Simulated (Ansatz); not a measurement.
**Phonons of YIn (Pm-3m) against volume**

Wanted: mode Grüneisen parameters of YIn (Pm-3m).

Method: DFT PBEsol, scalar-relativistic, plane waves, PAW; PAW set soft_1, in Ansatz 0.2.0.

Report form: the programs' logs are mostly left out.

### Step 1. The structure

Symmetry: Pm-3m, No. 221, cubic system. Conventional cell: a = 3.706 Å, b = 3.706 Å, c = 3.706 Å, α = 90.00°, β = 90.00°, γ = 90.00°. Nearest to Y lie 8 In at 3.21 Å. Nearest to In lie 8 Y at 3.21 Å. Farther neighbours are not listed.

### Step 2. Response at finite wavevector

The cell comes from relaxations at this level that are not shown. Stability and thermal properties need the whole zone. Linear response on a 4×4×4 q mesh gives force constants as far as a supercell of that size would.

input.yaml reads:

```yaml
crystal:
  lattice:
    - [3.705579302, 0.0, 0.0]
    - [0.0, 3.705579302, 0.0]
    - [0.0, 0.0, 3.705579302]
  atoms:
    - { symbol: "Y", position: [0.5, 0.5, 0.5] }
    - { symbol: In, position: [0.0, 0.0, 0.0] }
kpoints:
  mp_grid: { grid: [12, 12, 12] }
hamiltonian:
  xc: pbesol
  pseudopotentials: { kind: paw, azcp: { folder: soft_1 }, xc_functional: pbe }
scf:
  occupations: { method: methfessel_paxton, width: 0.2 }
output:
  eigenvalues: true
phonons:
  method: dfpt
  qmesh: [4, 4, 4]
  temperatures: { t_max: 1000, t_step: 50 }
  qpath:
    path:
      - [[0.0, 0.0, 0.0], [0.0, 0.5, 0.0], [0.5, 0.5, 0.0], [0.0, 0.0, 0.0], [0.5, 0.5, 0.5], [0.0, 0.5, 0.0]]
      - [[0.5, 0.5, 0.5], [0.5, 0.5, 0.0]]
    npoints: 10
```

Launch:

```sh
$ ansatz run input.yaml --threads 4 --pin off --max-ram 10240MiB --backend cpu --events-out ev --progress --plain --runs-dir out
```

Wall time 6.6 min (4 threads of Arm Neoverse V1, shared host); peak memory 2.1 GiB.

This step gave:

```
volume per atom                                         : 25.44 Å³
gap on the k-mesh                                       : 0 eV
sum-rule residual before enforcement                    : 6.59e-5 eV/Å²
lowest frequency on the path                            : 0 cm⁻¹
point group                                             : m-3m
highest frequency on the path or at a solved wavevector : 187.7 cm⁻¹
mean frequency                                          : 109.3 cm⁻¹
Debye temperature (second moment)                       : 219 K
logarithmic mean frequency                              : 99 cm⁻¹
highest optical mode at the zone centre (no LO-TO term) : 132.9 cm⁻¹
lowest optical zone-centre mode                         : 132.9 cm⁻¹
lowest mode on the q mesh (acoustic modes at Γ apart)   : 25.43 cm⁻¹
zero-point energy per atom                              : 20.33 meV
heat capacity at 300 K                                  : 24.29 J/(mol atoms K)
vibrational entropy at 300 K                            : 43.85 J/(mol atoms K)
```

Frequencies (cm⁻¹) solved at each irreducible wavevector; negative means imaginary. Frequencies by wavevector, by row:

```csv
q in reciprocal lattice units,star,mode 1,mode 2,mode 3,mode 4,mode 5,mode 6
0 0 0,1,0,0,0,132.9,132.9,132.9
0 0 0.25,6,58.7,58.7,70.6,125.2,125.2,148.7
0 0 -0.5,3,90.3,90.3,109.9,109.9,114,158.8
0 0.25 0.25,12,25.4,73,102.8,116.1,133.6,163.2
0 0.25 -0.5,12,64,69.8,92.4,98.7,162.9,174.7
0 -0.5 -0.5,3,30.1,30.1,92.6,96.4,187.7,187.7
0.25 0.25 0.25,8,61.9,61.9,84.4,149.2,152.5,152.5
0.25 0.25 -0.5,12,50.2,74.7,96.1,127.4,161.5,175.9
0.25 -0.5 -0.5,6,75,75,107.3,129.6,174.7,174.7
-0.5 -0.5 -0.5,1,124.3,124.3,124.3,147.4,147.4,147.4
```

Symmetry leaves 10 wavevectors to solve. The lowest mode among them, the acoustic zeros apart, lies at q = (0, 0.25, 0.25) and is real, 25.4 cm⁻¹.

### Step 3. Relaxing at another volume, volume ratio 0.97

The volume is scaled by 0.97 and held; symmetry leaves nothing to relax, so this is a single point. The modes can then be followed against volume.

input.yaml, the sections that differ from step 2:

```yaml
crystal:
  lattice:
    - [3.6681466488, 0.0, 0.0]
    - [0.0, 3.6681466488, 0.0]
    - [0.0, 0.0, 3.6681466488]
  atoms:
    - { symbol: "Y", position: [0.5, 0.5, 0.5] }
    - { symbol: In, position: [0.0, 0.0, 0.0] }
output:
  forces: true
  stress: true
  eigenvalues: true
# kpoints, hamiltonian, scf: as in step 2
# phonons: removed
```

Run time: 1.3 s. Hardware: 4 threads; peak memory 0.37 GiB; 4.4 s of CPU time.

Numbers from this step:

```
pressure        : 2.061 GPa
volume per atom : 24.68 Å³
```

The run ends at a pressure of 2.06 GPa.

### Step 4. Phonons at the other volume, volume ratio 0.97

The phonons are repeated at this volume on the same k and q meshes.

Edit input.yaml of step 3 so:

```diff
@@ -16,4 +16,11 @@
 output:
-  forces: true
-  stress: true
   eigenvalues: true
+phonons:
+  method: dfpt
+  qmesh: [4, 4, 4]
+  temperatures: { t_max: 1000, t_step: 50 }
+  qpath:
+    path:
+      - [[0.0, 0.0, 0.0], [0.0, 0.5, 0.0], [0.5, 0.5, 0.0], [0.0, 0.0, 0.0], [0.5, 0.5, 0.5], [0.0, 0.5, 0.0]]
+      - [[0.5, 0.5, 0.5], [0.5, 0.5, 0.0]]
+    npoints: 10
```

Run time: 6.4 min. Hardware: 4 threads; peak memory 2.1 GiB; 25 min of CPU time.

Numbers from this step:

```yaml
sum_rule_residual_before_enforcement: 2.87e-5 eV/Å²
highest_frequency_on_the_path_or_at_a_solved_wavevector: 198.1 cm⁻¹
mean_frequency: 115.4 cm⁻¹
debye_temperature_second_moment: 231 K
logarithmic_mean_frequency: 104.1 cm⁻¹
highest_optical_mode_at_the_zone_centre_no_lo_to_term: 140.7 cm⁻¹
lowest_optical_zone_centre_mode: 140.7 cm⁻¹
lowest_mode_on_the_q_mesh_acoustic_modes_at_gamma_apart: 24.98 cm⁻¹
zero_point_energy_per_atom: 21.46 meV
heat_capacity_at_300_k: 24.22 J/(mol atoms K)
vibrational_entropy_at_300_k: 42.63 J/(mol atoms K)
```

Frequencies (cm⁻¹) solved at each irreducible wavevector; negative means imaginary. Frequencies by wavevector, by row:

```csv
q in reciprocal lattice units,star,mode 1,mode 2,mode 3,mode 4,mode 5,mode 6
0 0 0,1,0,0,0,140.7,140.7,140.7
0 0 0.25,6,62,62,74.5,132.9,132.9,156.8
0 0 -0.5,3,95.7,95.7,117,117,119.5,166.9
0 0.25 0.25,12,25,77.7,108,123.6,141.7,172.2
0 0.25 -0.5,12,66.4,72.6,97.6,105.1,172.3,184.4
0 -0.5 -0.5,3,26.2,26.2,98.1,101.3,198.1,198.1
0.25 0.25 0.25,8,65.4,65.4,88,158.2,161.4,161.4
0.25 0.25 -0.5,12,51.9,78,102,136.7,170.9,185.7
0.25 -0.5 -0.5,6,78.2,78.2,112.8,137.6,185.1,185.1
-0.5 -0.5 -0.5,1,129.8,129.8,129.8,157.3,157.3,157.3
```

The highest optical mode at the zone centre (no LO-TO term) is 140.7 cm⁻¹, +7.8 cm⁻¹ against the base run.

### Step 5. Relaxing at another volume, volume ratio 1.03

The volume is scaled by 1.03 and held; symmetry leaves nothing to relax, so this is a single point. The modes can then be followed against volume.

input.yaml, the sections that differ from step 4:

```yaml
crystal:
  lattice:
    - [3.7422705922, 0.0, 0.0]
    - [0.0, 3.7422705922, 0.0]
    - [0.0, 0.0, 3.7422705922]
  atoms:
    - { symbol: "Y", position: [0.5, 0.5, 0.5] }
    - { symbol: In, position: [0.0, 0.0, 0.0] }
output:
  forces: true
  stress: true
  eigenvalues: true
# kpoints, hamiltonian, scf: as in step 4
# phonons: removed
```

It took 1.4 s on 4 threads; peak memory 0.37 GiB; 4.6 s of CPU time.

This step gave:

```
pressure        : -1.761 GPa
volume per atom : 26.20 Å³
```

The run ends at a pressure of -1.76 GPa.

### Step 6. Phonons at the other volume, volume ratio 1.03

Edit input.yaml of step 5 so:

```diff
@@ -16,4 +16,11 @@
 output:
-  forces: true
-  stress: true
   eigenvalues: true
+phonons:
+  method: dfpt
+  qmesh: [4, 4, 4]
+  temperatures: { t_max: 1000, t_step: 50 }
+  qpath:
+    path:
+      - [[0.0, 0.0, 0.0], [0.0, 0.5, 0.0], [0.5, 0.5, 0.0], [0.0, 0.0, 0.0], [0.5, 0.5, 0.5], [0.0, 0.5, 0.0]]
+      - [[0.5, 0.5, 0.5], [0.5, 0.5, 0.0]]
+    npoints: 10
```

The job ended after 6.7 min (4 threads; peak memory 2.2 GiB; 26 min of CPU time).

This step gave:

* sum-rule residual before enforcement: 7.19e-5 eV/Å²
* highest frequency on the path or at a solved wavevector: 177.7 cm⁻¹
* mean frequency: 103.5 cm⁻¹
* Debye temperature (second moment): 207 K
* logarithmic mean frequency: 94.1 cm⁻¹
* highest optical mode at the zone centre (no LO-TO term): 125.5 cm⁻¹
* lowest optical zone-centre mode: 125.5 cm⁻¹
* lowest mode on the q mesh (acoustic modes at Γ apart): 25.69 cm⁻¹
* zero-point energy per atom: 19.25 meV
* heat capacity at 300 K: 24.36 J/(mol atoms K)
* vibrational entropy at 300 K: 45.09 J/(mol atoms K)

The highest optical mode at the zone centre (no LO-TO term) is 125.5 cm⁻¹, -7.4 cm⁻¹ against the base run.

### Step 7. Grüneisen parameters

The Grüneisen parameter of a mode is minus the logarithmic change of its frequency with volume, −d ln ω / d ln V; weighted by heat capacity it gives the expansion.

Numbers from this step:

| Property | Result |
| --- | --- |
| bulk modulus | 63.7 GPa |

Phonon branches along the path, in cm⁻¹:

```csv
point,branch 1,branch 2,branch 3,branch 4,branch 5,branch 6
Γ,0,0,0,133,133,133
halfway,59,59,71,125,125,149
X,90,90,110,110,114,159
halfway,64,70,92,99,163,175
M,30,30,93,96,188,188
halfway,25,73,103,116,134,163
Γ,0,0,0,133,133,133
halfway,62,62,84,149,152,152
R,124,124,124,147,147,147
halfway,50,75,96,127,162,176
X,90,90,110,110,114,159
jump to R,124,124,124,147,147,147
halfway,75,75,107,130,175,175
M,30,30,93,96,188,188
```

The same for volume x 0.97:

```csv
point,branch 1,branch 2,branch 3,branch 4,branch 5,branch 6
Γ,0,0,0,141,141,141
X,96,96,117,117,120,167
M,26,26,98,101,198,198
Γ,0,0,0,141,141,141
R,130,130,130,157,157,157
X,96,96,117,117,120,167
R,130,130,130,157,157,157
M,26,26,98,101,198,198
```

The same for volume x 1.03:

```csv
point,branch 1,branch 2,branch 3,branch 4,branch 5,branch 6
Γ,0,0,0,126,126,126
X,85,85,103,103,109,150
M,33,33,87,92,178,178
Γ,0,0,0,126,126,126
R,118,118,118,138,138,138
X,85,85,103,103,109,150
R,118,118,118,138,138,138
M,33,33,87,92,178,178
```

Mode Grueneisen parameter -dln(w)/dln(V), modes matched by rank; at Γ the acoustic branches take the value of a neighbouring point of the path. Mode grüneisen parameters along the path, in :

```csv
point,branch 1,branch 2,branch 3,branch 4,branch 5,branch 6
Γ,1.69,1.69,2.05,1.90,1.90,1.90
halfway,1.82,1.82,1.79,2.01,2.01,1.78
X,1.96,1.96,2.09,2.09,1.56,1.72
halfway,1.22,1.34,1.82,2.09,1.87,1.80
M,-4.05,-4.05,1.94,1.68,1.81,1.81
halfway,-0.46,2.08,1.65,2.09,1.98,1.81
Γ,1.26,1.76,1.96,1.90,1.90,1.90
halfway,1.89,1.89,1.42,1.97,1.91,1.91
R,1.56,1.56,1.56,2.18,2.18,2.18
halfway,1.03,1.47,2.01,2.38,1.88,1.79
X,1.96,1.96,2.09,2.09,1.56,1.72
jump to R,1.56,1.56,1.56,2.18,2.18,2.18
halfway,1.40,1.40,1.68,2.02,1.94,1.94
M,-4.05,-4.05,1.94,1.68,1.81,1.81
```

(dS/dlnV)/C_V. The thermodynamic Grueneisen parameter by temperature:

```csv
temperature (K),thermodynamic Grueneisen parameter
50,1.53
100,1.65
150,1.67
200,1.68
250,1.68
300,1.68
350,1.68
400,1.69
450,1.69
500,1.69
550,1.69
600,1.69
650,1.69
700,1.69
750,1.69
800,1.69
850,1.69
900,1.69
950,1.69
1000,1.69
```

Gamma C_V/(B V) at the static volume. Table of volume expansion by temperature:

```csv
temperature (K),volume expansion (1e-6/K)
50,19.3
100,33.8
150,38.5
200,40.4
250,41.4
300,41.9
350,42.2
400,42.4
450,42.6
500,42.7
550,42.8
600,42.8
650,42.9
700,42.9
750,42.9
800,43.0
850,43.0
900,43
950,43.0
1000,43.0
```

### Step 8. Results

| Quantity | Value |
| --- | --- |
| bulk modulus | 63.7 GPa |
| thermodynamic Grüneisen parameter at 300 K | 1.684 |
| volume expansion at 300 K, estimated | 41.91 × 10⁻⁶ K⁻¹ |

What this shows: By this estimate the volume grows by 41.9 × 10⁻⁶ per kelvin at 300 K. The highest optical mode at Γ goes from 141 to 125 cm⁻¹ as the cell grows, a Grüneisen parameter of 1.90. Mode parameters on the path run from -4.2 to 2.4, with a median of 1.9. Modes with negative values stiffen as the cell grows and pull against the expansion. Branches are matched by rank, so values near crossings are rough. The expansion is the Grüneisen estimate at the static volume, with the static bulk modulus. With no gap, or one that is small against the smearing, the frequencies hang on the k mesh and the smearing, most of all near Kohn anomalies. The PAW files were made for PBE and serve the other functionals too.

[Logs are printed without paths, hosts, clocks, repeated set-up lines and the standing remarks that a program may print on its own settings, such as how far it seeks lower states.]

[Hosts, paths, dates, database ids (printed as entryN), source tags and the programs' standing remarks are cut or masked in the printed files.]
